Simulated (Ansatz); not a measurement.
## Work function of Be(0001): what the settings cost and change: cost of one run

Ansatz 0.2.0; plane-wave DFT, PBE, Ansatz PAW. The cell holds 7 atoms.

File input.yaml:

```yaml
crystal:
  lattice:
    - [2.29, 0.0, 0.0]
    - [1.145, 1.9831981747, 0.0]
    - [0.0, 0.0, 28.76529]
  atoms:
    - { symbol: Be, position: [0.0, 0.0, 0.3128770821] }
    - { symbol: Be, position: [0.6666666667, 0.6666666667, 0.375251388] }
    - { symbol: Be, position: [0.0, 0.0, 0.437625694] }
    - { symbol: Be, position: [0.6666666667, 0.6666666667, 0.5] }
    - { symbol: Be, position: [0.0, 0.0, 0.562374306] }
    - { symbol: Be, position: [0.6666666667, 0.6666666667, 0.624748612] }
    - { symbol: Be, position: [0.0, 0.0, 0.6871229179] }
kpoints:
  mp_grid: { grid: [30, 30, 1] }
hamiltonian:
  xc: pbe
scf:
  occupations: { method: fermi_dirac, width: 0.1 }
  convergence: { dr2_threshold: 1.0e-09 }
efield:
  axis: 3
  dipole_correction: true
  ramp_position: 0.97
  ramp_width: 0.06
output:
  write_potential: true
  write_density: true
  volumetric_format: npy
```

Started as:

```
$ ansatz run input.yaml --threads 2 --pin off --max-ram 3072MiB --backend cpu --events-out ev --progress --plain --runs-dir out
```

For reference, a run of the same kind (7 atoms, 44 k-points, 14 bands and 877 plane waves; 7 SCF cycles) took 7.3 s and 0.31 GiB on the same hardware.

Q: Estimate wall time and peak memory on 2 threads of Arm Neoverse N1, shared host.

At two electrons a band, the 14 electrons need 7 bands, and 7 more are carried. The run has 91 k-points, 14 bands and 2,521 plane waves. Taking the work of a cycle as k-points × spins × bands × plane waves, that is 5.9 times the reference, or 43 s at the reference's 7 cycles. The run needed as many. One copy of the wavefunctions takes 0.048 GiB at 16 bytes a coefficient, against 0.0081 GiB in the reference; grids, projectors and work arrays come on top. Measured: about 32 s, with a peak of 0.45 GiB. The run was quicker than this simple count says.

[Logs are printed without paths, hosts, clocks, repeated set-up lines and the standing remarks that a program may print on its own settings, such as how far it seeks lower states.]

[Hosts, paths, dates, database ids (printed as entryN), source tags and the programs' standing remarks are cut or masked in the printed files.]

[Maps of the electrostatic potential energy from Ansatz leave out the sawtooth potential of an applied field or a dipole correction, so their vacuum need not be flat; planar profiles and work functions include it.]
